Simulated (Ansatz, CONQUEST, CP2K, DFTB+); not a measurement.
# Running Ge/Sn superlattice along [001] (80 atoms) with CONQUEST

Aim: run Ge/Sn superlattice along [001] (80 atoms) in CONQUEST and see how near its forces come to a plane-wave reference, and at what cost.

Method: the method is named at each step, in CONQUEST 1.3.

### Step 1. The starting structure

The cell holds 80 atoms: 16 Ge and 64 Sn. Cell: a = 9.177 Å, b = 9.177 Å, c = 31.107 Å, α = 90.0°, β = 90.0°, γ = 90.0°. Diamond-structure lattice with in-plane constant 6.489 Å; 1 period of Ge and 4 of Sn along [001], 2 x 2 in-plane cells; the two parts stretched along z by 0.7938 and 1.0; every coordinate displaced by a Gaussian of 0.05 Å. Then every atom was moved at random, 0.02 Å r.m.s. a Cartesian component. Regions: Ge, 16 atoms (16 Ge); Sn, 64 atoms (64 Sn). The structure's axis is c.

The yardstick, on the same geometry:

```
method                 : Kohn-Sham DFT, PBE, PAW, plane waves (Ansatz 0.2.0); cutoff 420 eV, Γ point, fermi-dirac smearing of 0.05 eV; PAW set soft_2
r.m.s. force component : 0.5222 eV/Å
longest force          : 2.088 eV/Å
pressure               : 4.561 GPa
SCF cycles             : 12
time                   : 42 s on 4 threads of Intel Xeon 6975P-C (Granite Rapids), shared host
CPU time               : 2.3 min
```

### Step 2. PBE, grid 80 Ha

Method: Kohn-Sham DFT, PBE, norm-conserving pseudopotentials, pseudo-atomic orbitals (double zeta with polarisation), diagonalisation.

The .ion files beside the input carry potential, basis and functional.

Conquest_input reads:

```
IO.Title cell
IO.Coordinates coords.dat
IO.FractionalAtomicCoords T
IO.Iprint 1
General.NumberOfSpecies 2
AtomMove.TypeOfRun static
AtomMove.CalcStress T
Grid.GridCutoff 80
DM.SolutionMethod diagon
SC.MaxIters 100
SC.LinearMixingFactor 0.1
SC.KerkerPreCondition T
minE.SCTolerance 1e-06
Diag.kT 0.001837
Diag.MPMesh T
Diag.GammaCentred T
Diag.MPMeshX 1
Diag.MPMeshY 1
Diag.MPMeshZ 1
%block ChemicalSpeciesLabel
1 72.630 Ge
2 118.710 Sn
%endblock
```

coords.dat reads:

```
17.341695 0.000000 0.000000
0.000000 17.341695 0.000000
0.000000 0.000000 58.783654
80
0.00085 0.00004 0.99978 1 T T T
0.25044 0.99573 0.04305 1 T T T
0.49744 0.99768 0.00134 1 T T T
0.74823 0.00538 0.03840 1 T T T
0.99614 0.49746 0.00096 1 T T T
0.24375 0.49571 0.04065 1 T T T
0.50331 0.50206 0.00031 1 T T T
0.75169 0.50893 0.03949 1 T T T
0.25437 0.24503 0.08397 1 T T T
0.50482 0.25031 0.12344 1 T T T
0.75808 0.25629 0.08291 1 T T T
0.00261 0.25089 0.12329 1 T T T
0.99640 0.00886 0.16647 2 T T T
0.25190 0.99826 0.21964 2 T T T
0.50861 0.99038 0.16631 2 T T T
0.74535 0.99978 0.22156 2 T T T
0.24515 0.74432 0.08327 1 T T T
0.50236 0.75586 0.12483 1 T T T
0.75028 0.75038 0.08334 1 T T T
0.99277 0.74919 0.12455 1 T T T
0.98800 0.49287 0.16423 2 T T T
0.24682 0.49352 0.21833 2 T T T
0.49979 0.50885 0.16654 2 T T T
0.74317 0.50073 0.21793 2 T T T
0.25712 0.25241 0.26763 2 T T T
0.49055 0.24943 0.32366 2 T T T
0.75116 0.25369 0.26761 2 T T T
0.00254 0.25322 0.32463 2 T T T
0.00487 0.99876 0.37600 2 T T T
0.24030 0.99900 0.42588 2 T T T
0.50972 0.00198 0.37519 2 T T T
0.75656 0.99410 0.42585 2 T T T
0.25588 0.75074 0.26814 2 T T T
0.50277 0.74454 0.32041 2 T T T
0.74840 0.74828 0.26915 2 T T T
0.00730 0.73944 0.32315 2 T T T
0.01038 0.49859 0.37476 2 T T T
0.25283 0.49360 0.42605 2 T T T
0.50311 0.49911 0.37718 2 T T T
0.75132 0.50845 0.42557 2 T T T
0.24788 0.24305 0.47898 2 T T T
0.49903 0.24740 0.52744 2 T T T
0.75392 0.24461 0.47804 2 T T T
0.98639 0.25196 0.53194 2 T T T
0.99770 0.00370 0.58350 2 T T T
0.24377 0.00942 0.63588 2 T T T
0.51209 0.99523 0.58215 2 T T T
0.74888 0.00194 0.63595 2 T T T
0.24311 0.75445 0.48023 2 T T T
0.49741 0.75061 0.52788 2 T T T
0.74387 0.75213 0.47810 2 T T T
0.00048 0.75449 0.52839 2 T T T
0.00039 0.49315 0.58353 2 T T T
0.25935 0.50244 0.63485 2 T T T
0.49753 0.50024 0.58016 2 T T T
0.75849 0.50425 0.63604 2 T T T
[... 20 atom lines left out ...]
0.24947 0.74603 0.89685 2 T T T
0.50116 0.74616 0.94896 2 T T T
0.74935 0.75471 0.89784 2 T T T
0.00046 0.75504 0.95301 2 T T T
```

Command:

```bash
$ OMP_NUM_THREADS=1 mpirun -np 2 Conquest > output.txt
```

Numbers of over 12 decimals in the logs are rounded to 6 here.

Conquest_out:

```text
      Simulation cell dimensions:    17.3417 a0 x    17.3417 a0 x    58.7837 a0
        This calculation includes non-local pseudopotentials,
         with a maximum core radius of      7.58370955
    Job title: cell
    Job to be run: static calculation
    Ground state search:
      Support functions represented with PAO basis
      1:1 PAO to SF mapping
      Non-spin-polarised electrons
      Solving for the K matrix using diagonalisation
      Using Fermi-Dirac smearing
    Integration grid size:     72 x   72 x  240
    Integration grid spacing:  0.241 a0 x 0.241 a0 x 0.245 a0
    Number of species:  2
    --------------------------------------------------------
    |   #  mass (au)  Charge (e)  SF Rad (a0)  NSF  Label  |
    --------------------------------------------------------
    |   1     72.630      14.000        7.348   18  Ge     |
    |   2    118.710      14.000        7.838   18  Sn     |
    --------------------------------------------------------
          SCF tolerance:                 0.00000100
          SCF iterations:               100
    The calculation will be performed on     2 processes
    The calculation will be performed on     1 thread
    Using the default matrix multiplication kernel
    The functional used will be GGA PBE96
    set_atom_dens: In set_atomic_density, electrons :    1120.000000000000
    PulayMixSC: Starting Pulay mixing, A_up =  0.100 A_dn =  0.100
    PulayMixSC: Spin non-polarised calculation.
    PulayMixSC: with Kerker preconditioning, q0 =  0.100
          Harris-Foulkes Energy            :     -6470.879148 Ha
          Free Energy (E-TS)               :     -6470.891287 Ha
    PulayMixSC: Pulay iteration     1 residual:              0.32064E-03
          Harris-Foulkes Energy            :     -6470.826729 Ha
          Free Energy (E-TS)               :     -6470.838488 Ha
    PulayMixSC: Pulay iteration     2 residual:              0.28524E-03
          Harris-Foulkes Energy            :     -6470.670054 Ha
          Free Energy (E-TS)               :     -6470.685075 Ha
    PulayMixSC: Pulay iteration     3 residual:              0.73137E-04
          Harris-Foulkes Energy            :     -6470.662835 Ha
          Free Energy (E-TS)               :     -6470.677350 Ha
    PulayMixSC: Pulay iteration     4 residual:              0.47227E-04
          Harris-Foulkes Energy            :     -6470.662473 Ha
          Free Energy (E-TS)               :     -6470.675105 Ha
    PulayMixSC: Pulay iteration     5 residual:              0.20933E-04
          Harris-Foulkes Energy            :     -6470.660152 Ha
          Free Energy (E-TS)               :     -6470.673843 Ha
    PulayMixSC: Pulay iteration     6 residual:              0.97077E-05
          Harris-Foulkes Energy            :     -6470.660200 Ha
          Free Energy (E-TS)               :     -6470.673867 Ha
    PulayMixSC: Pulay iteration     7 residual:              0.47210E-05
          Harris-Foulkes Energy            :     -6470.660275 Ha
          Free Energy (E-TS)               :     -6470.673873 Ha
    PulayMixSC: Pulay iteration     8 residual:              0.20960E-05
          Harris-Foulkes Energy            :     -6470.660265 Ha
          Free Energy (E-TS)               :     -6470.673879 Ha
    PulayMixSC: Pulay iteration     9 residual:              0.18841E-05
          Harris-Foulkes Energy            :     -6470.660301 Ha
          Free Energy (E-TS)               :     -6470.673917 Ha
    PulayMixSC: Pulay iteration    10 residual:              0.53083E-06
    PulayMixSC: Reached SCF tolerance of  0.53083E-06 after     10 iterations
      | Number of electrons      =      1120.001608
      | GS Energy as E-(1/2)TS   =     -6470.667109 Ha
      | Free Energy as E-TS      =     -6470.673917 Ha
      |* Harris-Foulkes energy   =     -6470.660301 Ha
      |* DFT total energy        =     -6470.660293 Ha
    force: Forces on atoms (Ha/a0)
    force:  Atom   X              Y              Z
    force:     1   0.0012923325   0.0076482234   0.0063893417
    force:     2  -0.0030597114  -0.0010236981  -0.0083060408
    force:     3  -0.0015369461   0.0010654167  -0.0080136167
    force:     4   0.0021643852  -0.0019245262  -0.0003223353
    force:     5   0.0004364249   0.0016623467  -0.0058835715
    force:     6   0.0056823266  -0.0020297493   0.0042725865
    force:     7  -0.0032512454  -0.0020801152   0.0003874620
    force:     8  -0.0010227708  -0.0054390375  -0.0000676105
    force:     9  -0.0011107255   0.0011161598  -0.0045590061
    force:    10   0.0044297806  -0.0000287121  -0.0089041997
    force:    11  -0.0052286387   0.0009306402   0.0001602430
    force:    12   0.0043432072  -0.0037008286  -0.0217227243
    force:    13   0.0008705211  -0.0132204433   0.0057420566
    force:    14  -0.0002243538   0.0058055667  -0.0122471662
    force:    15  -0.0096092629   0.0247850303   0.0084359830
    force:    16   0.0084969831   0.0010122446  -0.0087437069
    force:    17   0.0007007777   0.0006397362   0.0022584746
    force:    18  -0.0034622238  -0.0149183218  -0.0271670312
    force:    19  -0.0016307863   0.0057039690  -0.0035203897
    force:    20   0.0036386338   0.0049750057  -0.0093591377
    force:    21   0.0087646822   0.0111983841   0.0090624860
    force:    22  -0.0062645825   0.0157641749  -0.0117436635
    force:    23  -0.0086756790  -0.0093584341  -0.0028362162
    force:    24   0.0040706926   0.0016785200  -0.0004458399
[...]
force:    73   0.0070810696   0.0017848718   0.0135860149
    force:    74  -0.0269870885  -0.0033386177   0.0219788818
    force:    75   0.0233907766  -0.0086269986  -0.0108938677
    force:    76  -0.0050894369  -0.0025615674   0.0108695681
    force:    77  -0.0033922634   0.0006763062   0.0002087468
    force:    78  -0.0045463065   0.0041314237   0.0132128308
    force:    79   0.0074787216  -0.0103684317   0.0010432631
    force:    80   0.0004546551  -0.0081841712   0.0005052241
    force: Maximum force :        0.03039343(Ha/a0) on atom        61 in y direction
    force: Force Residual:        0.01799602 Ha/a0
    force: Total stress:         -6.46767671    -6.19990486    -1.37567080 GPa
    force: Average pressure:      4.68108413 GPa
    get_E_and_F: Change in energy during last step of electronic optimisation: -0.35867E-04
```

The job ended after 2.8 min (2 MPI ranks of Intel Xeon 6975P-C (Granite Rapids), shared host; peak memory 8.6 GiB).

Banners, paths, timers and routine set-up lines are dropped from the logs unmarked, and long logs keep their key lines alone; longer cuts are marked.

Against the reference:

```
r.m.s. force component                  : 0.5343 eV/Å
r.m.s. difference of force components   : 53.44 meV/Å
longest difference of force vectors     : 296.9 meV/Å
force difference over r.m.s. force      : 10.23 %
slope of forces against the reference's : 1.018
correlation of force components         : 0.9951
pressure                                : 4.681 GPa
pressure difference                     : 0.1202 GPa
```

Length of the force difference by element (eV/Å):

```
element  atoms   mean   most
     Ge     16   0.17   0.30
     Sn     64  0.042  0.097
```

Local excerpt of 9 atoms (numbers count through the whole input) about Sn61, which bears the longest force; x, y, z are measured from there.

```
atom      x      y      z  distance (Å)  bonds     Fx     Fy  Fz (eV/Å)
Sn61   0.00   0.00   0.00          0.00      4   1.46  -1.56       0.17
Sn60   0.07   2.12  -1.57          2.64      4   0.16   0.91      -1.45
Sn64  -2.11  -0.21   1.60          2.65      4  -1.29   0.54       0.57
Sn62   2.43  -0.12   1.66          2.95      4  -0.59  -0.58      -0.27
Sn68   0.01  -2.44  -1.66          2.95      4   0.55   0.30       1.09
Sn69   0.10   4.40  -0.03          4.41      4  -0.32   0.39       0.03
Sn63  -4.50  -0.22   0.01          4.50      4   0.39   0.75       0.42
Sn75  -2.28   2.16   3.29          4.54      4   1.20  -0.44      -0.56
Sn73   2.40   2.15   3.21          4.55      4   0.36   0.09       0.70
```

Forces lie 10 % from the reference's, at 2.5 times its CPU time (on 2 against 4 cores).

The difference per atom is largest on Ge (0.17 eV/Å on average, against 0.042 on Sn).

### Step 3. PBE, grid 80 Ha, multi-site 8 bohr

Method: Kohn-Sham DFT, PBE, norm-conserving pseudopotentials, pseudo-atomic orbitals (double zeta with polarisation), contracted to multi-site support functions, diagonalisation.

Conquest_input, as its differences from that of step 2:

```diff
@@ -6,3 +6,3 @@
 AtomMove.TypeOfRun static
-AtomMove.CalcStress T
+AtomMove.CalcStress F
 Grid.GridCutoff 80
@@ -23 +23,14 @@
 %endblock
+Basis.MultisiteSF T
+Multisite.LFD T
+Multisite.LFD.NonSCF T
+%block Ge
+Atom.NumberOfSupports 9
+Atom.MultisiteRange 8.0
+Atom.LFDRange 8.0
+%endblock
+%block Sn
+Atom.NumberOfSupports 9
+Atom.MultisiteRange 8.0
+Atom.LFDRange 8.0
+%endblock
```

coords.dat is that of step 2.

Conquest_out:

```text
      Simulation cell dimensions:    17.3417 a0 x    17.3417 a0 x    58.7837 a0
        This calculation includes non-local pseudopotentials,
         with a maximum core radius of      7.58370955
    Job title: cell
    Job to be run: static calculation
    Ground state search:
      Support functions represented with PAO basis
      Multi-site SFs used with local filter diagonalisation
      Non-spin-polarised electrons
      Solving for the K matrix using diagonalisation
      Using Fermi-Dirac smearing
    Integration grid size:     72 x   72 x  240
    Integration grid spacing:  0.241 a0 x 0.241 a0 x 0.245 a0
    Number of species:  2
    --------------------------------------------------------
    |   #  mass (au)  Charge (e)  SF Rad (a0)  NSF  Label  |
[... lines left out ...]
    The functional used will be GGA PBE96
[... lines left out ...]
          Free Energy (E-TS)               :     -6470.555463 Ha
    PulayMixSC: Pulay iteration     1 residual:              0.30979E-03
          Harris-Foulkes Energy            :     -6470.487638 Ha
          Free Energy (E-TS)               :     -6470.498235 Ha
    PulayMixSC: Pulay iteration     2 residual:              0.27508E-03
          Harris-Foulkes Energy            :     -6470.326181 Ha
          Free Energy (E-TS)               :     -6470.339590 Ha
    PulayMixSC: Pulay iteration     3 residual:              0.72813E-04
[...]
Harris-Foulkes Energy            :     -6470.314649 Ha
          Free Energy (E-TS)               :     -6470.326757 Ha
    PulayMixSC: Pulay iteration    11 residual:              0.13619E-05
          Harris-Foulkes Energy            :     -6470.314676 Ha
          Free Energy (E-TS)               :     -6470.326764 Ha
    PulayMixSC: Pulay iteration    12 residual:              0.98107E-06
    PulayMixSC: Reached SCF tolerance of  0.98107E-06 after     12 iterations
      | Number of electrons      =      1120.001567
      | GS Energy as E-(1/2)TS   =     -6470.320720 Ha
      | Free Energy as E-TS      =     -6470.326764 Ha
      |* Harris-Foulkes energy   =     -6470.314676 Ha
      |* DFT total energy        =     -6470.314604 Ha
    force: Forces on atoms (Ha/a0)
    force:  Atom   X              Y              Z
    force:     1   0.0012066418   0.0075492407   0.0065968148
    force:     2  -0.0035190619  -0.0011101492  -0.0090841071
    force:     3  -0.0012034255   0.0015806456  -0.0080692644
[...]
force:    79   0.0076222114  -0.0105138572  -0.0002490295
    force:    80   0.0003463509  -0.0084620991   0.0008217143
    force: Maximum force :        0.03103316(Ha/a0) on atom        61 in y direction
    force: Force Residual:        0.01828213 Ha/a0
    get_E_and_F: Change in energy during last step of electronic optimisation: -0.27095E-04
```

Wall time 2.8 min (2 MPI ranks); peak memory 8.9 GiB; 5.7 min of CPU time.

Numbers from this run, and their distance from the reference:

- r.m.s. force component: 0.5428 eV/Å
- r.m.s. difference of force components: 61 meV/Å
- longest difference of force vectors: 331.9 meV/Å
- force difference over r.m.s. force: 11.68 %
- slope of forces against the reference's: 1.033
- correlation of force components: 0.9942

Against the first run (10 %), the force difference from the reference is 12 %, at 1.00 times the CPU time.

The difference per atom is largest on Ge (0.17 eV/Å on average, against 0.059 on Sn).

### Step 4. The ladder

Differences are against the plane-wave reference, forces as r.m.s. over components; share is that over the reference's r.m.s. force, slope the least-squares factor from reference forces to these. Total energies of different programs have different zeros and aren't compared.

```
                                        run  Δ force, r.m.s. (meV/Å)  share (%)  slope  Δ pressure (GPa)  cores  CPU time  memory (GiB)
                                  reference                        -          -      -                 -      4   2.3 min           4.5
                   CONQUEST PBE, grid 80 Ha                     53.4       10.2  1.018             0.120      2   5.7 min           8.6
CONQUEST PBE, grid 80 Ha, multi-site 8 bohr                     61.0       11.7  1.033                 -      2   5.7 min           8.9
```

CPU time is summed over cores on a shared host, where runs went side by side, so it is rough. Symmetry, cutoffs, thresholds, outputs and thread counts weren't matched or tuned between programs; memory under MPI is the largest rank's times the ranks.

### Step 5. Results

- nearest in forces: CONQUEST PBE, grid 80 Ha, 10 %
- its CPU time: 5.7 min

**Reading.** The PBE runs in local orbitals differ by 10 % (CONQUEST PBE, grid 80 Ha) to 12 % (CONQUEST PBE, grid 80 Ha, multi-site 8 bohr); basis, grid and potentials can all enter. None of the electronic-structure runs in the table takes under half the reference's CPU time of 2.3 min; they take 2.4 to 2.5 times as much. The reference's stress is far from hydrostatic: its diagonal is 6.4, 6.1, 1.2 GPa, compression counted positive. The host structure and its lattice constant were typed by rule, without a check against the phase diagram. The reference's pressure of 4.6 GPa belongs to a cell and atoms that aren't relaxed at this level. The electronic-structure runs sample only Γ, in a cell whose shortest periodic width is 9 Å, which is coarse for a cell with partly filled levels.

[Also dropped from logs without a mark: logging warnings of Python, and SIESTA's first energy breakdown and zero terms.]

[Logs are printed without paths, hosts, clocks, repeated set-up lines and the standing remarks that a program may print on its own settings, such as how far it seeks lower states.]

[Hosts, paths, dates, database ids (printed as entryN), source tags and the programs' standing remarks are cut or masked in the printed files.]
